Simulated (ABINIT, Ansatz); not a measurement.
# AlBiTe3 (Pm-3m): zone-centre phonons, part 3 of 5

Wanted: the vibrations of AlBiTe3 (Pm-3m) at Γ, by two programs.

ABINIT 10.8.3; DFT LDA, scalar-relativistic, plane waves, HGH norm-conserving pseudopotentials.

So far. Step 2 (Relaxing the cell and atoms): The volume changes by +1.0 % from the cell with which this run began. Step 4 (Linear response at Γ): The acoustic modes at Γ come out as far as 0.9 cm⁻¹ from zero, where they should vanish, a small numerical error. The lowest optical mode is imaginary, 77i cm⁻¹, an instability at this level and on this k mesh. The relaxed cell has a = 5.225 Å (conventional setting).

The structure was built from a prototype and need not be the compound's stable phase.

## (5) Modes with the sum rule

anaddb reads the merged derivatives and imposes the acoustic sum rule.

File anaddb.abi:

```
ddb_filepath "gamma_DDB"
output_file "anaddb.abo"
outdata_prefix "anaddb"
asr 1
chneut 1
enunit 2
eivec 1
nph1l 1
qph1l 0.0 0.0 0.0 1.0
```

File mrgddb.in:

```
gamma_DDB
merged
2
dfpt_gammao_DDB
gso_DDB
```

Started as:

```
mrgddb < mrgddb.in > mrgddb.log
OMP_NUM_THREADS=1 anaddb anaddb.abi > anaddb.log
```

anaddb.abo, the main output file:

```text
-outvars_anaddb: echo values of input variables ----------------------

 Miscellaneous information :
      enunit         2
       eivec         1
         asr         1
 First list of wavevector (reduced coord.) :
       nph1l         1
       qph1l
                     0.00000000E+00  0.00000000E+00  0.00000000E+00    1.000E+00

================================================================================

 read the DDB information and perform some checks

  ==== Info on the Cryst% object ====
 Real(R)+Recip(G) space primitive vectors, cartesian coordinates (Bohr,Bohr^-1):
 R(1)=  9.8744841  0.0000000  0.0000000  G(1)=  0.1012711  0.0000000  0.0000000
 R(2)=  0.0000000  9.8744841  0.0000000  G(2)=  0.0000000  0.1012711  0.0000000
 R(3)=  0.0000000  0.0000000  9.8744841  G(3)=  0.0000000  0.0000000  0.1012711
 Unit cell volume ucvol=  9.6281588E+02 bohr^3
 Angles (23,13,12)=  9.00000000E+01  9.00000000E+01  9.00000000E+01 degrees
 Time-reversal symmetry is present
 Reduced atomic positions [iatom, xred, symbol]:
    1)    0.0000000  0.0000000  0.0000000  Bi
    2)    0.5000000  0.5000000  0.5000000  Al
    3)    0.5000000  0.5000000  0.0000000  Te
    4)    0.5000000  0.0000000  0.5000000  Te
    5)    0.0000000  0.5000000  0.5000000  Te

 DDB file with 3 blocks has been read.

================================================================================

 Treat the first list of vectors

  Phonon wavevector (reduced coordinates) :  0.00000  0.00000  0.00000
 Phonon energies in Hartree :
  -3.512243E-04 -3.512243E-04 -3.512243E-04 -2.505511E-04 -2.505511E-04
  -2.505511E-04  0.000000E+00  0.000000E+00  0.000000E+00  9.591046E-05
   9.591046E-05  9.591046E-05  1.333307E-03  1.333307E-03  1.333307E-03
 Phonon energies in meV     :
- -9.557299E+00 -9.557299E+00 -9.557299E+00 -6.817843E+00 -6.817843E+00
- -6.817843E+00  0.000000E+00  0.000000E+00  0.000000E+00  2.609857E+00
-  2.609857E+00  2.609857E+00  3.628113E+01  3.628113E+01  3.628113E+01
 Phonon frequencies in cm-1    :
- -7.708481E+01 -7.708481E+01 -7.708481E+01 -5.498961E+01 -5.498961E+01
- -5.498961E+01  0.000000E+00  0.000000E+00  0.000000E+00  2.104991E+01
-  2.104991E+01  2.104991E+01  2.926270E+02  2.926270E+02  2.926270E+02
 Phonon frequencies in Thz     :
- -2.310945E+00 -2.310945E+00 -2.310945E+00 -1.648547E+00 -1.648547E+00
- -1.648547E+00  0.000000E+00  0.000000E+00  0.000000E+00  6.310605E-01
-  6.310605E-01  6.310605E-01  8.772738E+00  8.772738E+00  8.772738E+00
 Phonon energies in Kelvin  :
- -1.109078E+02 -1.109078E+02 -1.109078E+02 -7.911778E+01 -7.911778E+01
- -7.911778E+01  0.000000E+00  0.000000E+00  0.000000E+00  3.028613E+01
-  3.028613E+01  3.028613E+01  4.210250E+02  4.210250E+02  4.210250E+02

 Eigendisplacements
 (will be given, for each mode : in cartesian coordinates
   for each atom the real part of the displacement vector,
   then the imaginary part of the displacement vector - absolute values smaller than 1.0d-7 are set to zero)
  Mode number    1   Energy   -3.512243E-04
 Attention : low frequency mode.
   (Could be unstable or acoustic mode)
-  1  0.00000000E+00  0.00000000E+00  1.16999165E-03
-     0.00000000E+00  0.00000000E+00  0.00000000E+00
-  2  0.00000000E+00  0.00000000E+00  4.27459723E-04
-     0.00000000E+00  0.00000000E+00  0.00000000E+00
-  3  0.00000000E+00  0.00000000E+00  2.80851101E-06
-     0.00000000E+00  0.00000000E+00  0.00000000E+00
-  4  0.00000000E+00  0.00000000E+00 -1.00465149E-03
-     0.00000000E+00  0.00000000E+00  0.00000000E+00
-  5  0.00000000E+00  0.00000000E+00 -1.00465149E-03
-     0.00000000E+00  0.00000000E+00  0.00000000E+00
  Mode number    2   Energy   -3.512243E-04
 Attention : low frequency mode.
   (Could be unstable or acoustic mode)
-  1  0.00000000E+00 -1.16999165E-03  0.00000000E+00
-     0.00000000E+00  0.00000000E+00  0.00000000E+00
-  2  0.00000000E+00 -4.27459723E-04  0.00000000E+00
-     0.00000000E+00  0.00000000E+00  0.00000000E+00
-  3  0.00000000E+00  1.00465149E-03  0.00000000E+00
-     0.00000000E+00  0.00000000E+00  0.00000000E+00
-  4  0.00000000E+00 -2.80851101E-06  0.00000000E+00
-     0.00000000E+00  0.00000000E+00  0.00000000E+00
-  5  0.00000000E+00  1.00465149E-03  0.00000000E+00
-     0.00000000E+00  0.00000000E+00  0.00000000E+00
  Mode number    3   Energy   -3.512243E-04
 Attention : low frequency mode.
   (Could be unstable or acoustic mode)
-  1  1.16999165E-03  0.00000000E+00  0.00000000E+00
-     0.00000000E+00  0.00000000E+00  0.00000000E+00
-  2  4.27459723E-04  0.00000000E+00  0.00000000E+00
-     0.00000000E+00  0.00000000E+00  0.00000000E+00
-  3 -1.00465149E-03  0.00000000E+00  0.00000000E+00
-     0.00000000E+00  0.00000000E+00  0.00000000E+00
-  4 -1.00465149E-03  0.00000000E+00  0.00000000E+00
-     0.00000000E+00  0.00000000E+00  0.00000000E+00
-  5  2.80851101E-06  0.00000000E+00  0.00000000E+00
-     0.00000000E+00  0.00000000E+00  0.00000000E+00
  Mode number    4   Energy   -2.505511E-04
 Attention : low frequency mode.
   (Could be unstable or acoustic mode)
-  1  0.00000000E+00  0.00000000E+00  0.00000000E+00
-     0.00000000E+00  0.00000000E+00  0.00000000E+00
-  2  0.00000000E+00  0.00000000E+00  0.00000000E+00
-     0.00000000E+00  0.00000000E+00  0.00000000E+00
-  3  0.00000000E+00  0.00000000E+00  0.00000000E+00
-     0.00000000E+00  0.00000000E+00  0.00000000E+00
-  4  0.00000000E+00  0.00000000E+00 -1.46615408E-03
-     0.00000000E+00  0.00000000E+00  0.00000000E+00
-  5  0.00000000E+00  0.00000000E+00  1.46615408E-03
-     0.00000000E+00  0.00000000E+00  0.00000000E+00
  Mode number    5   Energy   -2.505511E-04
 Attention : low frequency mode.
   (Could be unstable or acoustic mode)
-  1  0.00000000E+00  0.00000000E+00  0.00000000E+00
-     0.00000000E+00  0.00000000E+00  0.00000000E+00
-  2  0.00000000E+00  0.00000000E+00  0.00000000E+00
-     0.00000000E+00  0.00000000E+00  0.00000000E+00
-  3  0.00000000E+00 -1.46615408E-03  0.00000000E+00
-     0.00000000E+00  0.00000000E+00  0.00000000E+00
-  4  0.00000000E+00  0.00000000E+00  0.00000000E+00
-     0.00000000E+00  0.00000000E+00  0.00000000E+00
-  5  0.00000000E+00  1.46615408E-03  0.00000000E+00
-     0.00000000E+00  0.00000000E+00  0.00000000E+00
  Mode number    6   Energy   -2.505511E-04
 Attention : low frequency mode.
   (Could be unstable or acoustic mode)
-  1  0.00000000E+00  0.00000000E+00  0.00000000E+00
-     0.00000000E+00  0.00000000E+00  0.00000000E+00
-  2  0.00000000E+00  0.00000000E+00  0.00000000E+00
-     0.00000000E+00  0.00000000E+00  0.00000000E+00
-  3  1.46615408E-03  0.00000000E+00  0.00000000E+00
-     0.00000000E+00  0.00000000E+00  0.00000000E+00
-  4 -1.46615408E-03  0.00000000E+00  0.00000000E+00
-     0.00000000E+00  0.00000000E+00  0.00000000E+00
-  5  0.00000000E+00  0.00000000E+00  0.00000000E+00
-     0.00000000E+00  0.00000000E+00  0.00000000E+00
  Mode number    7   Energy    0.000000E+00
 Attention : low frequency mode.
   (Could be unstable or acoustic mode)
-  1  0.00000000E+00  0.00000000E+00  9.41491765E-04
-     0.00000000E+00  0.00000000E+00  0.00000000E+00
-  2  0.00000000E+00  0.00000000E+00  9.41831888E-04
-     0.00000000E+00  0.00000000E+00  0.00000000E+00
-  3  0.00000000E+00  0.00000000E+00  9.41751939E-04
-     0.00000000E+00  0.00000000E+00  0.00000000E+00
-  4  0.00000000E+00  0.00000000E+00  9.41544572E-04
-     0.00000000E+00  0.00000000E+00  0.00000000E+00
-  5  0.00000000E+00  0.00000000E+00  9.41544572E-04
-     0.00000000E+00  0.00000000E+00  0.00000000E+00
  Mode number    8   Energy    0.000000E+00
 Attention : low frequency mode.
   (Could be unstable or acoustic mode)
-  1  0.00000000E+00 -9.41491765E-04  0.00000000E+00
-     0.00000000E+00  0.00000000E+00  0.00000000E+00
-  2  0.00000000E+00 -9.41831888E-04  0.00000000E+00
-     0.00000000E+00  0.00000000E+00  0.00000000E+00
-  3  0.00000000E+00 -9.41544572E-04  0.00000000E+00
-     0.00000000E+00  0.00000000E+00  0.00000000E+00
-  4  0.00000000E+00 -9.41751939E-04  0.00000000E+00
-     0.00000000E+00  0.00000000E+00  0.00000000E+00
-  5  0.00000000E+00 -9.41544572E-04  0.00000000E+00
-     0.00000000E+00  0.00000000E+00  0.00000000E+00
  Mode number    9   Energy    0.000000E+00
 Attention : low frequency mode.
   (Could be unstable or acoustic mode)
-  1  9.41491765E-04  0.00000000E+00  0.00000000E+00
-     0.00000000E+00  0.00000000E+00  0.00000000E+00
-  2  9.41831888E-04  0.00000000E+00  0.00000000E+00
-     0.00000000E+00  0.00000000E+00  0.00000000E+00
-  3  9.41544572E-04  0.00000000E+00  0.00000000E+00
-     0.00000000E+00  0.00000000E+00  0.00000000E+00
-  4  9.41544572E-04  0.00000000E+00  0.00000000E+00
-     0.00000000E+00  0.00000000E+00  0.00000000E+00
-  5  9.41751939E-04  0.00000000E+00  0.00000000E+00
-     0.00000000E+00  0.00000000E+00  0.00000000E+00
  Mode number   10   Energy    9.591046E-05
-  1  0.00000000E+00  0.00000000E+00 -6.08003510E-04
-     0.00000000E+00  0.00000000E+00  0.00000000E+00
-  2  0.00000000E+00  0.00000000E+00  2.22700462E-03
-     0.00000000E+00  0.00000000E+00  0.00000000E+00
-  3  0.00000000E+00  0.00000000E+00  1.47949452E-03
-     0.00000000E+00  0.00000000E+00  0.00000000E+00
-  4  0.00000000E+00  0.00000000E+00 -4.77577408E-04
-     0.00000000E+00  0.00000000E+00  0.00000000E+00
-  5  0.00000000E+00  0.00000000E+00 -4.77577408E-04
-     0.00000000E+00  0.00000000E+00  0.00000000E+00
  Mode number   11   Energy    9.591046E-05
-  1  0.00000000E+00 -6.08003510E-04  0.00000000E+00
-     0.00000000E+00  0.00000000E+00  0.00000000E+00
-  2  0.00000000E+00  2.22700462E-03  0.00000000E+00
-     0.00000000E+00  0.00000000E+00  0.00000000E+00
-  3  0.00000000E+00 -4.77577408E-04  0.00000000E+00
-     0.00000000E+00  0.00000000E+00  0.00000000E+00
-  4  0.00000000E+00  1.47949452E-03  0.00000000E+00
-     0.00000000E+00  0.00000000E+00  0.00000000E+00
-  5  0.00000000E+00 -4.77577408E-04  0.00000000E+00
-     0.00000000E+00  0.00000000E+00  0.00000000E+00
  Mode number   12   Energy    9.591046E-05
-  1  6.08003510E-04  0.00000000E+00  0.00000000E+00
-     0.00000000E+00  0.00000000E+00  0.00000000E+00
-  2 -2.22700462E-03  0.00000000E+00  0.00000000E+00
-     0.00000000E+00  0.00000000E+00  0.00000000E+00
-  3  4.77577408E-04  0.00000000E+00  0.00000000E+00
-     0.00000000E+00  0.00000000E+00  0.00000000E+00
-  4  4.77577408E-04  0.00000000E+00  0.00000000E+00
-     0.00000000E+00  0.00000000E+00  0.00000000E+00
-  5 -1.47949452E-03  0.00000000E+00  0.00000000E+00
-     0.00000000E+00  0.00000000E+00  0.00000000E+00
  Mode number   13   Energy    1.333307E-03
-  1  0.00000000E+00  0.00000000E+00  8.67953049E-06
-     0.00000000E+00  0.00000000E+00  0.00000000E+00
-  2  0.00000000E+00  0.00000000E+00 -3.78184575E-03
-     0.00000000E+00  0.00000000E+00  0.00000000E+00
-  3  0.00000000E+00  0.00000000E+00  1.10607728E-03
-     0.00000000E+00  0.00000000E+00  0.00000000E+00
-  4  0.00000000E+00  0.00000000E+00 -1.60302265E-04
-     0.00000000E+00  0.00000000E+00  0.00000000E+00
-  5  0.00000000E+00  0.00000000E+00 -1.60302265E-04
-     0.00000000E+00  0.00000000E+00  0.00000000E+00
  Mode number   14   Energy    1.333307E-03
-  1  0.00000000E+00 -8.67953049E-06  0.00000000E+00
-     0.00000000E+00  0.00000000E+00  0.00000000E+00
-  2  0.00000000E+00  3.78184575E-03  0.00000000E+00
-     0.00000000E+00  0.00000000E+00  0.00000000E+00
-  3  0.00000000E+00  1.60302265E-04  0.00000000E+00
-     0.00000000E+00  0.00000000E+00  0.00000000E+00
-  4  0.00000000E+00 -1.10607728E-03  0.00000000E+00
-     0.00000000E+00  0.00000000E+00  0.00000000E+00
-  5  0.00000000E+00  1.60302265E-04  0.00000000E+00
-     0.00000000E+00  0.00000000E+00  0.00000000E+00
  Mode number   15   Energy    1.333307E-03
-  1  8.67953049E-06  0.00000000E+00  0.00000000E+00
-     0.00000000E+00  0.00000000E+00  0.00000000E+00
-  2 -3.78184575E-03  0.00000000E+00  0.00000000E+00
-     0.00000000E+00  0.00000000E+00  0.00000000E+00
-  3 -1.60302265E-04  0.00000000E+00  0.00000000E+00
-     0.00000000E+00  0.00000000E+00  0.00000000E+00
-  4 -1.60302265E-04  0.00000000E+00  0.00000000E+00
-     0.00000000E+00  0.00000000E+00  0.00000000E+00
-  5  1.10607728E-03  0.00000000E+00  0.00000000E+00
-     0.00000000E+00  0.00000000E+00  0.00000000E+00

 Analysis of degeneracies and characters (maximum tolerance=1.00E-06 a.u.)
 For each vibration mode, or group of modes if degenerate,
 the characters are given for each symmetry operation (see the list in the log file).
 Symmetry characters of vibration mode #   1
       degenerate with vibration modes #   2 to    3
  3.0 -3.0 -1.0  1.0 -1.0  1.0 -1.0  1.0  1.0 -1.0 -1.0  1.0  1.0 -1.0 -1.0  1.0
 -0.0  0.0 -0.0  0.0  0.0 -0.0  0.0 -0.0  1.0 -1.0 -1.0  1.0 -1.0  1.0  1.0 -1.0
 -0.0  0.0  0.0 -0.0  0.0 -0.0 -0.0  0.0  1.0 -1.0  1.0 -1.0 -1.0  1.0 -1.0  1.0
 Symmetry characters of vibration mode #   4
       degenerate with vibration modes #   5 to    6
  3.0 -3.0 -1.0  1.0 -1.0  1.0 -1.0  1.0 -1.0  1.0  1.0 -1.0 -1.0  1.0  1.0 -1.0
 -0.0  0.0  0.0 -0.0 -0.0  0.0  0.0 -0.0 -1.0  1.0  1.0 -1.0  1.0 -1.0 -1.0  1.0
 -0.0  0.0 -0.0  0.0  0.0 -0.0  0.0 -0.0 -1.0  1.0 -1.0  1.0  1.0 -1.0  1.0 -1.0
 Symmetry characters of vibration mode #   7
       degenerate with vibration modes #   8 to    9
  3.0 -3.0 -1.0  1.0 -1.0  1.0 -1.0  1.0  1.0 -1.0 -1.0  1.0  1.0 -1.0 -1.0  1.0
 -0.0  0.0 -0.0  0.0  0.0 -0.0  0.0 -0.0  1.0 -1.0 -1.0  1.0 -1.0  1.0  1.0 -1.0
 -0.0  0.0  0.0 -0.0  0.0 -0.0 -0.0  0.0  1.0 -1.0  1.0 -1.0 -1.0  1.0 -1.0  1.0
 Symmetry characters of vibration mode #  10
       degenerate with vibration modes #  11 to   12
  3.0 -3.0 -1.0  1.0 -1.0  1.0 -1.0  1.0  1.0 -1.0 -1.0  1.0  1.0 -1.0 -1.0  1.0
  0.0 -0.0 -0.0  0.0 -0.0  0.0  0.0 -0.0  1.0 -1.0 -1.0  1.0 -1.0  1.0  1.0 -1.0
  0.0 -0.0 -0.0  0.0  0.0 -0.0 -0.0  0.0  1.0 -1.0  1.0 -1.0 -1.0  1.0 -1.0  1.0
 Symmetry characters of vibration mode #  13
       degenerate with vibration modes #  14 to   15
  3.0 -3.0 -1.0  1.0 -1.0  1.0 -1.0  1.0  1.0 -1.0 -1.0  1.0  1.0 -1.0 -1.0  1.0
  0.0 -0.0  0.0 -0.0 -0.0  0.0 -0.0  0.0  1.0 -1.0 -1.0  1.0 -1.0  1.0  1.0 -1.0
  0.0 -0.0 -0.0  0.0 -0.0  0.0  0.0 -0.0  1.0 -1.0  1.0 -1.0 -1.0  1.0 -1.0  1.0
-
```

Run time: 0.76 s. Hardware: 1 thread of Intel Xeon at 2.70GHz, shared host.

Read from the output:

```
lowest optical zone-centre mode : -77.08 cm⁻¹
```

No LO-TO term; unit eigenvectors of the mass-weighted matrix, from anaddb's displacements. Modes at Γ, with each element's share of the kinetic energy (negative means imaginary):

```
mode  frequency (cm⁻¹)  symmetry  Bi %  Al %  Te %
   1             -77.1       T1u    52     1    47
   2             -77.1       T1u    52     1    47
   3             -77.1       T1u    52     1    47
   4             -55.0       T2u     0     0   100
   5             -55.0       T2u     0     0   100
   6             -55.0       T2u     0     0   100
   7               0.0  acoustic    34     4    62
   8               0.0  acoustic    34     4    62
   9               0.0  acoustic    34     4    62
  10              21.0       T1u    14    24    62
  11              21.0       T1u    14    24    62
  12              21.0       T1u    14    24    62
  13             292.6       T1u     0    70    30
  14             292.6       T1u     0    70    30
  15             292.6       T1u     0    70    30
```

Displacements in mode 1 (-77.1 cm⁻¹), the largest set to 1:
```
Bi1  0.00  0.00  1.00
Al2  0.00  0.00  0.37
Te3  0.00  0.00  0.00
Te4  0.00  0.00 -0.86
Te5  0.00  0.00 -0.86
```

Displacements in mode 13 (292.6 cm⁻¹), the largest set to 1:
```
Bi1  0.00  0.00  0.00
Al2  0.00  0.00 -1.00
Te3  0.00  0.00  0.29
Te4  0.00  0.00 -0.04
Te5  0.00  0.00 -0.04
```

The rule moves no optical mode by more than 0.1 cm⁻¹.

(Part 3 of 5 ends here.)

[Host names and launcher messages were left out of these logs when they were recorded.]

[Logs are printed without paths, hosts, clocks, repeated set-up lines and the standing remarks that a program may print on its own settings, such as how far it seeks lower states.]

[Hosts, paths, dates, database ids (printed as entryN), source tags and the programs' standing remarks are cut or masked in the printed files.]
